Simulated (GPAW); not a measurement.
# Ballistic transport through an Al chain with two Mg atoms in line, cheap and dear, part 2 of 2

How well does an Al chain with two Mg atoms in line conduct at low bias, and how far do basis and functional move the answer?

GPAW 26.7.0; GPAW LCAO, PAW setups; Landauer transmission from Green's functions with principal layers (ASE), zero bias.

So far, transmission at the Fermi level (one spin): step 2 (double-zeta polarised basis, PBE, GPAW) 0.113; step 3 (basis szp(dzp), PBE, GPAW) 0.104; step 4 (basis sz(dzp), PBE, GPAW) 0.0806; step 5 (revPBE) 0.110.

### 8. Functional LDA: xc = "LDA" (continued)

Table of transmission of the three most open eigenchannels by energy, zero at the Fermi level:

| energy (eV) | channel 1 | channel 2 | channel 3 |
| --- | --- | --- | --- |
| -2.00 | 0.998 | 1.4e-12 | 0 |
| -1.90 | 0.997 | 1.4e-12 | 0 |
| -1.80 | 0.992 | 1.4e-12 | 0 |
| -1.70 | 0.977 | 1.3e-12 | 0 |
| -1.55 | 0.898 | 1.3e-12 | 0 |
| -1.45 | 0.756 | 1.3e-12 | 0 |
| -1.35 | 0.437 | 1.3e-12 | 0 |
| -1.25 | 1.2e-7 | 1.2e-12 | 0 |
| -1.15 | 8.6e-9 | 1.2e-12 | 0 |
| -1.05 | 5.1e-9 | 1.2e-12 | 0 |
| -0.90 | 1.5e-7 | 1.2e-12 | 0 |
| -0.80 | 8.5e-10 | 1.2e-12 | 0 |
| -0.70 | 1.4e-10 | 1.2e-12 | 0 |
| -0.60 | 4.6e-11 | 1.2e-12 | 0 |
| -0.50 | 2.1e-11 | 1.2e-12 | 0 |
| -0.40 | 3.7e-10 | 3.7e-10 | 1.2e-11 |
| -0.25 | 0.0107 | 0.0107 | 7.0e-12 |
| -0.15 | 0.0284 | 0.0284 | 5.9e-12 |
| -0.05 | 0.0498 | 0.0498 | 5.7e-12 |
| 0.00 | 0.0580 | 0.0580 | 5.8e-12 |
| 0.05 | 0.0641 | 0.0641 | 6.1e-12 |
| 0.15 | 0.0722 | 0.0722 | 7.4e-12 |
| 0.25 | 0.0796 | 0.0796 | 1.0e-11 |
| 0.40 | 0.0970 | 0.0970 | 2.4e-11 |
| 0.50 | 0.117 | 0.117 | 5.3e-11 |
| 0.60 | 0.146 | 0.146 | 1.7e-10 |
| 0.70 | 0.188 | 0.188 | 9.9e-10 |
| 0.80 | 0.248 | 0.248 | 2.9e-8 |
| 0.90 | 0.527 | 0.329 | 0.329 |
| 1.05 | 0.932 | 0.488 | 0.488 |
| 1.15 | 0.989 | 0.610 | 0.610 |
| 1.25 | 0.999 | 0.731 | 0.731 |
| 1.35 | 0.989 | 0.835 | 0.835 |
| 1.45 | 0.971 | 0.915 | 0.915 |
| 1.55 | 0.965 | 0.965 | 0.951 |
| 1.70 | 0.997 | 0.997 | 0.922 |
| 1.80 | 0.998 | 0.998 | 0.904 |
| 1.90 | 0.991 | 0.991 | 0.889 |
| 2.00 | 0.982 | 0.982 | 0.877 |

The conductance, 0.115 G₀, lies 2.9 % above that of the dzp run.

### 9. Another change of settings

A last run, with other settings again.

Contents of run.py:

```python
import json
import numpy as np
from ase import Atoms
from ase.transport.calculators import TransportCalculator
from gpaw import GPAW, FermiDirac
from gpaw.lcao.tools import get_lcao_hamiltonian
from scipy.linalg import eigh

# The junction with lead layers at both ends, along the third cell vector
device = Atoms(
    ['Al', 'Al', 'Al', 'Al', 'Al', 'Al', 'Mg', 'Mg', 'Al', 'Al', 'Al', 'Al', 'Al', 'Al'],
    positions=[
        [4.50000, 4.50000, 1.20000],
        [4.50000, 4.50000, 3.60000],
        [4.50000, 4.50000, 6.00000],
        [4.50000, 4.50000, 8.40000],
        [4.50000, 4.50000, 10.80000],
        [4.50000, 4.50000, 13.20000],
        [4.50000, 4.50000, 15.87300],
        [4.50000, 4.50000, 18.87300],
        [4.50000, 4.50000, 21.54600],
        [4.50000, 4.50000, 23.94600],
        [4.50000, 4.50000, 26.34600],
        [4.50000, 4.50000, 28.74600],
        [4.50000, 4.50000, 31.14600],
        [4.50000, 4.50000, 33.54600]],
    cell=[[9.0, 0.0, 0.0], [0.0, 9.0, 0.0], [0.0, 0.0, 34.746]],
    pbc=True)

# One principal layer of the lead: the first 4 atoms of the device
lead = Atoms(
    ['Al', 'Al', 'Al', 'Al'],
    positions=[
        [4.50000, 4.50000, 1.20000],
        [4.50000, 4.50000, 3.60000],
        [4.50000, 4.50000, 6.00000],
        [4.50000, 4.50000, 8.40000]],
    cell=[[9.0, 0.0, 0.0], [0.0, 9.0, 0.0], [0.0, 0.0, 9.6]],
    pbc=True)

settings = dict(mode='lcao', basis='dzp', xc='PBE', h=0.2,
                occupations=FermiDirac(0.1), maxiter=75,
                mixer=dict(beta=0.1, nmaxold=8, weight=100.0),
                convergence=dict(density=0.0001))
energies = np.arange(-2, 2 + 1e-9, 0.05)
eta = 0.0001
n1, n2 = 1, 1
# k and -k transmit alike, so half of the mesh across the current serves
mesh = [(i, j) for i in range(n1) for j in range(n2) if (i, j) <= (-i % n1, -j % n2)]
weights = np.array([1 if (i, j) == (-i % n1, -j % n2) else 2 for i, j in mesh]) / (n1 * n2)

# [... helper functions left out ...]
fermi_lead = ground_state(lead, (1, 1, 1), 'lead.txt')
fermi_device = ground_state(device, (1, 1, 3), 'device.txt')
# [... loop over the mesh left out, but for ...]
        # Shift the lead onto the potential of the device's first layer
        shift = ((H[:, 0, 0] - H0[:, 0, 0]) / S0[0, 0]).real.mean()
# [...]
kT = 8.617333e-5 * 200
bias = [0.1, 0.2, 0.5, 1.0, 1.5, 2.0]
# [... integrals and printing left out ...]
```

On the command line:

```sh
> OMP_NUM_THREADS=1 OPENBLAS_NUM_THREADS=1 python run.py
```

The job ended after 57 s (1 thread of Arm Neoverse V1, shared host; peak memory 1.1 GiB).

The run finished. A setting was moved off its sound value on purpose, so it serves as a test and not as the result.

The fault put into the input: one k-point along the lead (lead_nz = 1).

The two runs compared:

| quantity | this run | sound run | difference |
| --- | --- | --- | --- |
| conductance (G₀) | 0.11111 | 0.11147 | -3.6e-4 |
| thermopower (μV/K) | -17.334 | -12.130 | -5.20 |
| largest coupling past the next principal layer (eV) | 1.373e-15 | 1.422e-15 | -4.9e-17 |
| largest misfit of the first principal layer (eV) | 0.052754 | 0.047476 | 0.00528 |
| shift that aligns the lead (eV) | 0.25659 | 0.0089097 | 0.248 |
| transmission at the Fermi level (one spin) | 0.11244 | 0.11276 | -3.3e-4 |

The two runs differ clearly in the shift that aligns the lead: 0.257 eV against 0.00891 eV.

### 10. Results

| Quantity | Value |
| --- | --- |
| conductance | 0.111 G₀ |
| transmission at the Fermi level, mean of the spins | 0.113 |
| thermopower | -12.1 μV/K |

**Reading.** In the dzp basis the junction conducts 0.111 G₀ at 200 K, with T = 0.113 a spin at the Fermi level; the szp basis reaches that conductance within 10 %. At the Fermi level two eigenchannels carry the current (0.056 and 0.056). The negative thermopower says that the thermally weighted transmission is larger above the Fermi level, as for electron-like transport. Measured against the first run (dzp), the nearest curve is that of dzp-revPBE (r.m.s. 0.070) and the farthest that of sz (0.31). Over the compared runs wall time goes from 30 s (sz) to 62 s (dzp), on a shared host. The geometry was built from estimated bond lengths and not relaxed, so the numbers describe this model structure. An evenly spaced straight chain is an idealisation: free chains tend to dimerise, zigzag or, where a band edge lies near the Fermi level, turn magnetic. The currents use the zero-bias T(E) throughout, which holds only while the bias is small against the distance to the nearest feature. The energy step is wider than the thermal energy, so the conductance and thermopower rest on interpolation of T(E).

[Logs are printed without paths, hosts, clocks, repeated set-up lines and the standing remarks that a program may print on its own settings, such as how far it seeks lower states.]

[Hosts, paths, dates, database ids (printed as entryN), source tags and the programs' standing remarks are cut or masked in the printed files.]
